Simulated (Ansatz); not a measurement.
# Σ5 (210) boundary in bcc Nb: structure and resistance, part 2 of 3

Aim: the relaxed structure and the specific resistance of the Σ5 (210) boundary in bcc Nb.

Ansatz 0.2.0; Ansatz plane-wave DFT, r2SCAN, PAW files; relaxation of a bicrystal slab with its lowest layers held; PAW set soft_1 (the session's first sound run).

So far. Step 2 (Relaxing the bicrystal): The largest force component on a free atom ends at 0.0098 eV/Å, under the tolerance of 0.03, after 11 steps.

## Step 3: Transmission across the boundary

Bulk layers of each grain are laid under and over the relaxed boundary, and a lead is named in the middle of each, away from the free faces. The mesh across the current, 10×20, is finer than the density's, because channels open and close sharply across the zone. Energies from -0.1 to 0.1 eV in steps of 0.05 eV are too few for the program's thermal sum, so it prints no conductance; for a metal the transmission near the Fermi level serves, at a fraction of the cost.

This step: Ansatz plane-wave DFT, r2SCAN, PAW files; ballistic transport by layer matching (Landauer), zero bias; boundary relaxed in a short slab, bulk layers laid on; PAW set soft_1 (Ansatz 0.2.0).

System of this step: Σ5 (210) boundary in bcc Nb. The cell holds 56 atoms: 56 Nb. Its edges and angles: a = 7.393 Å, b = 3.306 Å, c = 48.788 Å, α = 90.0°, β = 90.0°, γ = 90.0°. It derives from Nb. Regions: lower grain, 23 atoms (23 Nb); boundary, 14 atoms (14 Nb); upper grain, 19 atoms (19 Nb). Vacuum lies along c.

input.yaml

```yaml
crystal:
  lattice:
    - [7.393111554, 0.0, 0.0]
    - [0.0, 3.3063, 0.0]
    - [0.0, 0.0, 48.7883068812]
  atoms:
    - { symbol: Nb, position: [-9.0, -15.0, 0.0819868582] }
    - { symbol: Nb, position: [-8.7, -14.5, 0.097140308] }
    - { symbol: Nb, position: [-8.4, -14.0, 0.1122937577] }
    - { symbol: Nb, position: [-8.1, -13.5, 0.1274472074] }
    - { symbol: Nb, position: [-7.8, -13.0, 0.1426006571] }
    - { symbol: Nb, position: [-7.5, -12.5, 0.1577541069] }
    - { symbol: Nb, position: [-7.2, -12.0, 0.1729075566] }
    - { symbol: Nb, position: [-6.9, -11.5, 0.1880610063] }
    - { symbol: Nb, position: [-6.6, -11.0, 0.203214456] }
    - { symbol: Nb, position: [-6.3, -10.5, 0.2183679057] }
    - { symbol: Nb, position: [-6.0, -10.0, 0.2335213555] }
    - { symbol: Nb, position: [-5.7, -9.5, 0.2486748052] }
    - { symbol: Nb, position: [-5.4, -9.0, 0.2638282549] }
    - { symbol: Nb, position: [-5.1, -8.5, 0.2789817046] }
    - { symbol: Nb, position: [-4.8, -8.0, 0.2941351544] }
    - { symbol: Nb, position: [-4.5, -7.5, 0.3092886041] }
    - { symbol: Nb, position: [-4.2, -7.0, 0.3244420538] }
    - { symbol: Nb, position: [-3.9, -6.5, 0.3395955035] }
    - { symbol: Nb, position: [-3.6, -6.0, 0.3547489533] }
    - { symbol: Nb, position: [-3.3, -5.5, 0.369902403] }
    - { symbol: Nb, position: [-3.0, -5.0, 0.3850558527] }
    - { symbol: Nb, position: [-2.7, -4.5, 0.4002093024] }
    - { symbol: Nb, position: [-2.4, -4.0, 0.4153627521] }
    - { symbol: Nb, position: [0.9, 0.5, 0.4305162019] }
    - { symbol: Nb, position: [0.1997657728, 0.0, 0.4449874198] }
    - { symbol: Nb, position: [0.5046066149, 0.5, 0.4606413336] }
    - { symbol: Nb, position: [0.8005948356, 0.0, 0.4775801142] }
    - { symbol: Nb, position: [0.1054591857, 0.5, 0.4886773678] }
    - { symbol: Nb, position: [0.4151948132, 0.0, 0.5045876216] }
    - { symbol: Nb, position: [0.7135774453, 0.5, 0.5298003351] }
    - { symbol: Nb, position: [0.0280917099, 0.0, 0.5304926473] }
    - { symbol: Nb, position: [0.4138638323, 0.0, 0.5560909766] }
    - { symbol: Nb, position: [0.1037253047, 0.5, 0.5721476507] }
    - { symbol: Nb, position: [0.7989780182, 0.0, 0.5832291283] }
    - { symbol: Nb, position: [0.5078822434, 0.5, 0.5996118903] }
    - { symbol: Nb, position: [0.2013795828, 0.0, 0.6152992403] }
    - { symbol: Nb, position: [0.8970410263, 0.5, 0.630097597] }
    - { symbol: Nb, position: [-2.4029589737, -4.0, 0.6452510467] }
    - { symbol: Nb, position: [-2.7029589737, -4.5, 0.6604044965] }
    - { symbol: Nb, position: [-3.0029589737, -5.0, 0.6755579462] }
    - { symbol: Nb, position: [-3.3029589737, -5.5, 0.6907113959] }
    - { symbol: Nb, position: [-3.6029589737, -6.0, 0.7058648456] }
    - { symbol: Nb, position: [-3.9029589737, -6.5, 0.7210182954] }
    - { symbol: Nb, position: [-4.2029589737, -7.0, 0.7361717451] }
    - { symbol: Nb, position: [-4.5029589737, -7.5, 0.7513251948] }
    - { symbol: Nb, position: [-4.8029589737, -8.0, 0.7664786445] }
    - { symbol: Nb, position: [-5.1029589737, -8.5, 0.7816320943] }
    - { symbol: Nb, position: [-5.4029589737, -9.0, 0.796785544] }
    - { symbol: Nb, position: [-5.7029589737, -9.5, 0.8119389937] }
    - { symbol: Nb, position: [-6.0029589737, -10.0, 0.8270924434] }
    - { symbol: Nb, position: [-6.3029589737, -10.5, 0.8422458931] }
    - { symbol: Nb, position: [-6.6029589737, -11.0, 0.8573993429] }
    - { symbol: Nb, position: [-6.9029589737, -11.5, 0.8725527926] }
    - { symbol: Nb, position: [-7.2029589737, -12.0, 0.8877062423] }
    - { symbol: Nb, position: [-7.5029589737, -12.5, 0.902859692] }
    - { symbol: Nb, position: [-7.8029589737, -13.0, 0.9180131418] }
kpoints:
  mp_grid: { grid: [4, 8, 1] }
hamiltonian:
  xc: r2scan
  pseudopotentials: { kind: paw, azcp: { folder: soft_1 } }
scf:
  occupations: { method: fermi_dirac, width: 0.1 }
output:
  transmission:
    leads: [[12, 13], [45, 46]]
    kmesh: [10, 20]
    e_range: [-0.1, 0.1]
    de: 0.05
  write_potential: true
  write_density: true
  volumetric_format: npy
  elf: true
```

Launch:

```sh
ansatz run input.yaml --threads 4 --pin off --max-ram 15360MiB --backend cpu --events-out ev --progress --plain --runs-dir out
```

Numbers of over 12 decimals in the logs are rounded to 6 here.

The log of the run:

```text
[...]
Crystal: 56 atoms, lattice volume = 1192.574 Å³
Basis set: ecut = 500 eV, 30159 PW (Γ), exchange–correlation on 216×100×1440 points (64 copies of the dense FFT grid, shifted against one another)
Bands: 437, of which v1, the nominal top of the filled ones, is band 364 counted from 1 (363 counted from 0)
Symmetry: 2 space group operations
[...]
k-points: 15 of 32 (time reversal used)
[...]
SCF iter   1: F=—  HF=-255588.154919 eV  |F-HF|=—  |Δ(HF+E_count)|=         —  Δρ=7.87e-2  dr2=1.53e3  dr2_τ=2.70e0  ethr=3.10e-3  ⟨swp⟩=8.4  Hψ=27682  notcnv=0  defer=23
[...]
SCF iter  12: F=-255556.103678 eV  HF=-255556.103678 eV  |F-HF|=1.16e-8  |Δ(HF+E_count)|=   3.10e-7  Δρ=1.57e-6  dr2=6.26e-8  dr2_τ=5.30e-9  ethr=1.37e-11  ⟨swp⟩=20.5  Hψ=31724  notcnv=0
SCF 1 converged in 12 iterations: F = -255556.103678 eV  dr2 = 6.26e-8
[...]
transmission: 266 of 2640 steps passed
transmission: 530 of 2640 steps passed
[...]
transmission: 2640 of 2640 steps passed
WARN: The input density's exchange-correlation potential varies sharply where the density is thin. Do not read a vacuum level from v_tot or v_xc, or from such a field of the output density. On a cell that repeats whose density bears no net charge and no dipole along the vacuum's axis use v_es (v_loc + v_h of the components); under efield.dipole_correction with no amplitude use v_es + v_field, which holds any external [...]
SCF converged after 12 iterations
Free energy (F): -255556.103678 eV
[...]
Internal energy: -255553.676479 eV  (E = F + TS)
E sigma→0 (E₀):  -255554.890079 eV
Entropy (-TS):   -2.427199 eV (-43.343 meV/atom)
Fermi energy:    14.544570 eV
[...]
--- Band table (eV; the first three rows and the last of 15) ---
  k-point 0: bands = [... 360 lower, 14.7534, 14.7599, 14.7807, 14.7965, 14.8375, 14.8387, 14.8665, 14.8725, ... 69 higher]
  k-point 1: bands = [... 360 lower, 14.4351, 14.4591, 14.4968, 14.5160, 14.5415, 14.5546, 14.5678, 14.6229, ... 69 higher]
  k-point 2: bands = [... 360 lower, 14.1096, 14.1198, 14.1371, 14.1626, 14.1738, 14.1915, 14.2220, 14.2415, ... 69 higher]
  k-point 14: bands = [... 360 lower, 14.3958, 14.4138, 14.4317, 14.4952, 14.5071, 14.5184, 14.6024, 14.6340, ... 69 higher]
--- Transmission ---
  basis      : 255 plane waves across, 40 finite elements along
  points     : 66, standing for a mesh of 10 x 20
  energies   : 5 from -0.100000 to 0.100000 eV about the Fermi level, 0.050000 eV apart; the leads are filled to 0.000000 eV, and channels, transmission and decay are at 0.000000 eV
  crystal 0  : Nb3, at the sites [12, 13], period 2.2179 Å, over 17.74 Å; its Hamiltonian steps by up to 15.4 meV
    offset         : up to 0.0000 Å between an atom of the period and one for which it stands
    channels       : 5.905000e0 a spin
    conductance    : none, the energies end too early or step too widely for 300 K: set another output.transmission.e_range or a lower de, or, where they end at an eighth of basis.ecutwfc, a higher one
[...]
channels       : 5.925000e0 a spin
[...]
junction   : crystal 0 to crystal 1, 12.91 to 35.88 Å
    transmission   : 2.927398e0 a spin
[...]
```

The job ended after 36 min (4 threads of Arm Neoverse V1, shared host; peak memory 11 GiB; 2.3 h of CPU time).

Numbers from this step:

```
free energy                                    : -255556.1037 eV
energy at zero smearing                        : -255554.8901 eV
Fermi energy                                   : 14.54 eV
cell area                                      : 24.44 Å²
transmission per spin nearest the Fermi level  : 2.927
open channels per spin nearest the Fermi level : 5.905
open channels per spin, upper lead             : 5.925
step of the lead's potential                   : 15.4 meV
step of the upper lead's potential             : 14.3 meV
```

Per spin. Transmission, zone mean against energy, zero at the Fermi level:

```tsv
energy (eV)	transmission, zone mean
-0.1000	3.10
-0.0500	2.94
0.0000	2.93
0.0500	2.83
0.1000	2.68
```

Per spin. Table of open channels, zone mean by energy, zero at the Fermi level:

```tsv
energy (eV)	lead	upper lead
-0.1000	6.45	6.42
-0.0500	6.00	6.01
0.0000	5.91	5.92
0.0500	5.67	5.67
0.1000	5.46	5.46
```

Transmission over k1 and k2. At 0.0000 eV from the Fermi level.

Ten even steps from '0' (1.16) to '9' (5.72):
```
4233565332
1233353332
1123333321
2212333212
1110000011
2233000332
3344424443
4445555544
8975777579
9988777889
8975777579
4445555544
3344424443
2233000332
1110000011
2212333212
1123333321
1233353332
4233565332
3233666332
```
Columns: k1 (b1) from -0.5 to 0.4; rows upwards: k2 (b2) from -0.5 to 0.45.

Open channels over k1 and k2. At 0.0000 eV from the Fermi level.

Values, 20 rows by 10 columns:
```
6.00 5.00 6.00 6.00 8.00 8.00 8.00 6.00 6.00 5.00
4.00 5.00 5.00 6.00 7.00 9.00 7.00 6.00 5.00 5.00
6.00 4.00 5.00 6.00 7.00 7.00 7.00 6.00 5.00 4.00
6.00 7.00 4.00 6.00 5.00 5.00 5.00 6.00 4.00 7.00
4.00 4.00 5.00 4.00 3.00 3.00 3.00 4.00 5.00 4.00
4.00 5.00 5.00 6.00 3.00 3.00 3.00 6.00 5.00 5.00
6.00 5.00 6.00 6.00 7.00 5.00 7.00 6.00 6.00 5.00
6.00 6.00 7.00 8.00 7.00 7.00 7.00 8.00 7.00 6.00
8.00 8.00 7.00 6.00 8.00 7.00 8.00 6.00 7.00 8.00
8.00 8.00 7.00 7.00 8.00 7.00 8.00 7.00 7.00 8.00
8.00 8.00 7.00 6.00 8.00 7.00 8.00 6.00 7.00 8.00
6.00 6.00 7.00 8.00 7.00 7.00 7.00 8.00 7.00 6.00
6.00 5.00 6.00 6.00 7.00 5.00 7.00 6.00 6.00 5.00
4.00 5.00 5.00 6.00 3.00 3.00 3.00 6.00 5.00 5.00
4.00 4.00 5.00 4.00 3.00 3.00 3.00 4.00 5.00 4.00
6.00 7.00 4.00 6.00 5.00 5.00 5.00 6.00 4.00 7.00
6.00 4.00 5.00 6.00 7.00 7.00 7.00 6.00 5.00 4.00
4.00 5.00 5.00 6.00 7.00 9.00 7.00 6.00 5.00 5.00
6.00 5.00 6.00 6.00 8.00 8.00 8.00 6.00 6.00 5.00
6.00 6.00 6.00 6.00 8.00 8.00 8.00 6.00 6.00 6.00
```
Columns: k1 (b1) from -0.5 to 0.4; rows upwards: k2 (b2) from -0.5 to 0.45.

Valence density in the ca plane at fractional y = 0.000, with atoms of Nb within 0.2 Å of it. It is the smooth field of the valence electrons, not physical close to the nuclei.

Values in e/Å³, 11 rows by 16 columns, each cell a mean:
```
3.8 0.7 0.3 0.6 0.2 0.2 0.4 3.4 1.6 0.2 0.6 0.3 0.1 0.0 0.0 0.0
0.6 0.3 1.2 3.8 0.6 0.2 0.2 0.5 0.3 0.5 3.6 1.4 0.0 0.0 0.0 0.0
0.2 0.2 1.4 4.3 0.6 0.3 0.4 0.2 0.2 0.5 4.1 1.6 0.0 0.0 0.0 0.0
0.2 0.2 0.3 0.9 0.3 1.1 3.0 0.4 0.2 0.3 0.9 0.4 0.1 0.0 0.0 0.0
0.3 0.3 0.2 0.2 0.2 1.9 4.4 0.5 0.2 0.3 0.2 0.2 0.1 0.0 0.0 0.0
0.2 1.8 1.4 0.2 0.2 0.6 1.4 0.3 1.0 2.1 0.3 0.2 0.1 0.0 0.0 0.0
0.3 3.7 3.0 0.2 0.2 0.2 0.2 0.2 2.3 4.2 0.4 0.2 0.2 0.0 0.0 0.0
0.2 1.7 1.3 0.2 1.3 0.8 0.2 0.2 1.0 2.0 0.3 0.8 1.3 0.1 0.0 0.0
0.2 0.2 0.3 0.3 3.9 2.6 0.2 0.2 0.2 0.3 0.2 2.6 3.9 0.2 0.0 0.0
1.0 0.3 0.2 0.3 2.5 1.5 0.2 0.9 0.5 0.2 0.2 1.6 2.5 0.1 0.0 0.0
4.4 0.9 0.2 0.2 0.3 0.3 0.4 3.9 2.0 0.2 0.2 0.3 0.2 0.0 0.0 0.0
```
Columns run along c (16.0 Å, from fractional 0.67 to 1.00 of the cell), rows up along a (7.4 Å). Atoms in or near the plane, at fractional coordinates: Nb at (0.68, 0.00), Nb at (0.71, 0.40), Nb at (0.74, 0.80), Nb at (0.77, 0.20), Nb at (0.80, 0.60), Nb at (0.83, 0.00), Nb at (0.86, 0.40), Nb at (0.89, 0.80), Nb at (0.92, 0.20).

ELF in the ca plane at fractional y = 0.000, with atoms of Nb within 0.2 Å of it. It is the smooth field of the valence electrons, not physical close to the nuclei.

Ten even steps from '0' (0.00) to '9' (0.72), each cell a mean:
```
86962564322467666539869625543223332210000000
89733533664246656535898325335652122211000000
34335426999536656642343355269997111110000000
34466439749735766654344575387389211110000000
66666439869625643324666676488597211211000000
56656535898325336642466566458984234431000000
36656642343354269995366567523333466642100000
35766654344674387397357666543346777753100000
25543224666664388696256432235666677764210000
34336642466565358983353366424665577764210000
54269995366566423433542699953566678764210000
64387397357666543446743873973577776542100000
64498696256432246666643885962565443211100000
65358983343366424665653489832543675200000000
66423433542699953665674224335536999610000000
65543446643973973576665434467538738930000000
33246666643886962564332366667537869820000000
66424665653589833533664246656644899510000000
99953665664234335426999536656763454200000000
63973576665434466439738835666665321100000000
```
Columns run along c (16.0 Å, from fractional 0.67 to 1.00 of the cell), rows up along a (7.4 Å). Atoms in or near the plane, at fractional coordinates: Nb at (0.68, 0.00), Nb at (0.71, 0.40), Nb at (0.74, 0.80), Nb at (0.77, 0.20), Nb at (0.80, 0.60), Nb at (0.83, 0.00), Nb at (0.86, 0.40), Nb at (0.89, 0.80), Nb at (0.92, 0.20).

Electrostatic potential energy in the ca plane at fractional y = 0.000, with atoms of Nb within 0.2 Å of it. With pseudopotentials it is smooth inside the atoms' cores, unlike the true potential.

Values in eV, 11 rows by 16 columns, each cell a mean:
```
-42   3  12   3  15  16  10 -37 -13  14   3  11  16  18  18  18
  4  14  -6 -42   5  16  16   5  11   8 -40 -11  16  18  18  18
 16  16  -8 -47   4  14   9  16  16   6 -46 -14  17  19  19  18
 15  16  10  -3  13  -6 -32  10  16  15  -2   9  18  19  19  19
 14  13  14  16  16 -16 -48   6  15  13  15  16  18  19  19  19
 14 -16 -10  16  16   5 -11  13  -4 -21  13  16  18  19  19  19
 13 -41 -32  15  15  15  15  16 -22 -47   8  16  15  18  18  18
 15 -15  -9  14  -9   0  16  16  -3 -20  13   0 -10  14  18  18
 15  14  14  11 -44 -26  15  16  15  13  15 -27 -44   9  17  18
 -5  12  16  13 -26 -12  14  -3   7  16  16 -13 -27  11  17  18
-49   0  16  16  10  13   9 -43 -18  16  16  12   9  15  18  18
```
Columns run along c (16.0 Å, from fractional 0.67 to 1.00 of the cell; values clipped at the 3rd and 97th percentile), rows up along a (7.4 Å). Atoms in or near the plane, at fractional coordinates: Nb at (0.68, 0.00), Nb at (0.71, 0.40), Nb at (0.74, 0.80), Nb at (0.77, 0.20), Nb at (0.80, 0.60), Nb at (0.83, 0.00), Nb at (0.86, 0.40), Nb at (0.89, 0.80), Nb at (0.92, 0.20).

Over the solved energies the transmission per spin lies between 2.68 and 3.10, out of 5.90 channels of the lead on average (up to 6.45).

## Step 4: Specific resistance

This step: Ansatz plane-wave DFT, r2SCAN, PAW files; ballistic transport by layer matching (Landauer), zero bias; specific resistance of the boundary; PAW set soft_1 (Ansatz 0.2.0).

Numbers from this step:

```yaml
area_resistance: 0.5546 fΩ m²
t_over_the_leads_mean_channel_count: 0.4910
```

Averaged over the energies near the Fermi level, 49.1 % of the channels pass, which makes 0.555 fΩ m².

By hand, with T and the leads' channels N averaged over the energies near the Fermi level: RA = A (h/2e²)(1/T − ½[1/N₁ + 1/N₂]) = 24.44×10⁻²⁰ m² × 12 906 Ω × (1/2.895 − ½[1/5.895 + 1/5.897]) = 0.555 fΩ m².

[end of part 2 of 3]

[Logs are printed without paths, hosts, clocks, repeated set-up lines and the standing remarks that a program may print on its own settings, such as how far it seeks lower states.]

[Hosts, paths, dates, database ids (printed as entryN), source tags and the programs' standing remarks are cut or masked in the printed files.]
